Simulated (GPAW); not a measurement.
# Screening of a field by Y2NS2 MXene monolayer, part 2 of 2

Aim: the dipole that a field along the normal induces in Y2NS2 MXene monolayer.

GPAW 26.7.0; GPAW, PAW setups; layer in a repeated cell with vacuum, relaxation of atoms and in-plane cell (the session's first sound run).

So far. Step 9 (In a field): The dipole is now 0.101 e Å, against 2.0e-4 in the run without a field.

## Step 10: In a field

Level of this step: GPAW, PAW setups; slab in vacuum (GPAW).

run.py

```python
import json
import numpy as np
from ase import Atoms
from gpaw import GPAW, PW
from gpaw.external import ConstantElectricField

slab = Atoms(
    ['S', 'Y', 'N', 'Y', 'S'],
    positions=[
        [0.00000, 2.12230, 8.00000],
        [1.83796, 1.06114, 9.58148],
        [0.00000, 0.00000, 10.98211],
        [0.00000, 2.12230, 12.38273],
        [1.83796, 1.06114, 13.96421]],
    cell=[[3.67592, -0.0, 0.0], [-1.83796, 3.18344, 0.0], [0.0, 0.0, 21.9642]],
    pbc=[True, True, False])

slab.calc = GPAW(mode=PW(500), xc='PBE', kpts={'size': (9, 9, 1), 'gamma': True},
                 occupations={'name': 'fermi-dirac', 'width': 0.05}, nbands='160%',
                 convergence={'density': 1e-05}, maxiter=200,
                 poissonsolver={'dipolelayer': 'xy'},
                 external=ConstantElectricField(0.3, [0, 0, 1]),
                 symmetry={'tolerance': 1e-3}, txt='slab.txt')
result = {}
energy = slab.get_potential_energy()
fermi = slab.calc.get_fermi_level()
v = slab.calc.get_electrostatic_potential().mean((0, 1)) - fermi
n = slab.calc.get_pseudo_density().mean((0, 1))
L = slab.cell[2, 2]
z = np.arange(len(v)) * L / len(v)
low, high = slab.positions[:, 2].min(), slab.positions[:, 2].max()
below, above = np.interp([low - 5.8, high + 5.8], z, v)
slopes = [np.interp(x, z, np.gradient(v, z)) for x in (low - 5.8, high + 5.8)]
eps = np.array([[slab.calc.get_eigenvalues(k, s) for k in range(len(slab.calc.get_ibz_k_points()))]
                for s in range(slab.calc.get_number_of_spins())]) - fermi
top, bottom = eps[eps < 0].max(), eps[eps > 0].min()
dipole = slab.get_dipole_moment()[2]
print(f'energy {energy:.4f} eV, Fermi level {fermi:.4f} eV, dipole {dipole:.5f} e A')
print(f'potential 5.8 A off the faces, from the Fermi level: lower {below:.4f} eV, upper {above:.4f} eV')
print(f'slope of the potential there: lower {slopes[0]:.5f}, upper {slopes[1]:.5f} eV/A')
print(f'nearest levels on the mesh: {top:.4f} and {bottom:.4f} eV')
print('magnetic moment', round(slab.get_magnetic_moment(), 3))
result.update(energy=energy, fermi=fermi, dipole=dipole, below=below, above=above, slopes=slopes, edges=[top, bottom],
              z=z.tolist(), v=v.tolist(), n=n.tolist(), positions=slab.positions.tolist(),
              forces=slab.get_forces(apply_constraint=False).tolist(), moments=slab.get_magnetic_moments().tolist())
json.dump(result, open('result.json', 'w'))
```

On the command line:

```
$ OMP_NUM_THREADS=1 OPENBLAS_NUM_THREADS=1 python run.py
```

What it wrote:

```text
energy -32.2769 eV, Fermi level -2.3479 eV, dipole 0.15173 e A
potential 5.8 A off the faces, from the Fermi level: lower 8.3866 eV, upper 6.0400 eV
slope of the potential there: lower 0.00044, upper 0.00102 eV/A
nearest levels on the mesh: -0.0204 and 0.0723 eV
magnetic moment 0.0
```

Wall time 3.2 min (1 thread of Arm Neoverse V1, shared host); peak memory 0.46 GiB.

The electrostatic potential energy of an electron (without an applied field's), less the Fermi level, planar mean oscillates, so the rows of the table below give means over windows of 1 Å about each position, cut where the curve ends. Its maxima inside the range that stand out by 2 % of the span (Å: eV): 1.1: 8.39, 8.7: -2.28, 10.5: -2.18, 11.4: -2.44, 13.3: -3.65. Its minima: 8.1: -10.7, 9.6: -14.9, 11.0: -7.13, 12.4: -15.7, 13.9: -12.5.

Electrostatic potential energy of an electron (without an applied field's), less the Fermi level, planar mean against z; means over each step:

| z (Å) | electrostatic potential energy of an electron (without an applied field's), less the Fermi level, planar mean (eV) |
| --- | --- |
| 0 | 7.94 |
| 1 | 8.39 |
| 2 | 8.39 |
| 3 | 8.39 |
| 4 | 8.39 |
| 5 | 8.38 |
| 6 | 8.28 |
| 7 | 5.92 |
| 8 | -6.53 |
| 9 | -6.70 |
| 10 | -8.69 |
| 11 | -4.40 |
| 12 | -9.71 |
| 13 | -7.52 |
| 14 | -8.13 |
| 15 | 3.96 |
| 16 | 5.96 |
| 17 | 6.04 |
| 18 | 6.04 |
| 19 | 6.04 |
| 20 | 6.04 |
| 21 | 6.04 |

The dipole is now 0.152 e Å, against 2.0e-4 in the run without a field.

## Step 11: The series

The members are put on one axis.

This step: induced dipole against applied field (GPAW 26.7.0).

Table of dipole along the normal by field:

| field (V/Å) | dipole along the normal (e·Å) |
| --- | --- |
| -0.200 | -0.101 |
| -0.100 | -0.0506 |
| -0.050 | -0.0253 |
| 0.000 | 2.0e-4 |
| 0.050 | 0.0253 |
| 0.100 | 0.0506 |
| 0.200 | 0.101 |
| 0.300 | 0.152 |

## Step 12: A changed run

One more run, with changed settings.

This step: GPAW, PAW setups; slab in vacuum (GPAW 26.7.0).

Changes to run.py since step 10:

```diff
@@ -4,3 +4,2 @@
 from gpaw import GPAW, PW
-from gpaw.external import ConstantElectricField
 
@@ -17,7 +16,6 @@
 
-slab.calc = GPAW(mode=PW(500), xc='PBE', kpts={'size': (9, 9, 1), 'gamma': True},
+slab.calc = GPAW(mode=PW(500), xc='PBE', kpts={'size': (1, 1, 1), 'gamma': True},
                  occupations={'name': 'fermi-dirac', 'width': 0.05}, nbands='160%',
-                 convergence={'density': 1e-05}, maxiter=200,
+                 convergence={'density': 1e-05}, maxiter=50,
                  poissonsolver={'dipolelayer': 'xy'},
-                 external=ConstantElectricField(0.3, [0, 0, 1]),
                  symmetry={'tolerance': 1e-3}, txt='slab.txt')
```

What it wrote:

```text
energy -25.2315 eV, Fermi level -1.5151 eV, dipole 0.00020 e A
potential 5.8 A off the faces, from the Fermi level: lower 6.5215 eV, upper 6.5186 eV
slope of the potential there: lower -0.00030, upper 0.00030 eV/A
nearest levels on the mesh: -0.0550 and 2.9021 eV
magnetic moment 0.0
```

Elapsed: 6.5 s, on 1 thread; peak memory 0.21 GiB.

The run finished. A setting was moved off its sound value on purpose, so it serves as a test and not as the result.

The fault put into the input: one k-point (kpts = [1, 1]).

The two runs compared:

| quantity | this run | sound run | difference |
| --- | --- | --- | --- |
| upper work function (eV) | 6.5186 | 7.2083 | -0.690 |
| lower work function (eV) | 6.5215 | 7.2112 | -0.690 |

The two runs differ clearly in the upper work function: 6.52 eV against 7.21 eV.

## Step 13: What came out

| Quantity | Value |
| --- | --- |
| work function, both faces | 7.21 eV |
| dipole along the normal | 2.0e-4 e Å |
| induced dipole per field | 0.506 e Å per V/Å |
| out-of-plane polarisability per area, α/(ε0 A) | 7.82 Å |

What this shows: The field induces 0.506 e Å per V/Å, a polarisable thickness α/(ε0 A) of 7.82 Å beside 5.96 Å between the outermost nuclei. A perfect conductor would give the distance between its two image planes; a dielectric of thickness t gives t(1 - 1/ε). The induced dipole is linear in the field over this range. The starting lattice was a guess from atomic radii; the relaxation moved it by 8 %. The cell holds an odd number of electrons, so without spin polarisation it must come out metallic and without a moment, whatever its true state. The layer's cell and atoms come from the relaxation; spin-orbit coupling and temperature are left out.

[Logs are printed without paths, hosts, clocks, repeated set-up lines and the standing remarks that a program may print on its own settings, such as how far it seeks lower states.]

[Hosts, paths, dates, database ids (printed as entryN), source tags and the programs' standing remarks are cut or masked in the printed files.]
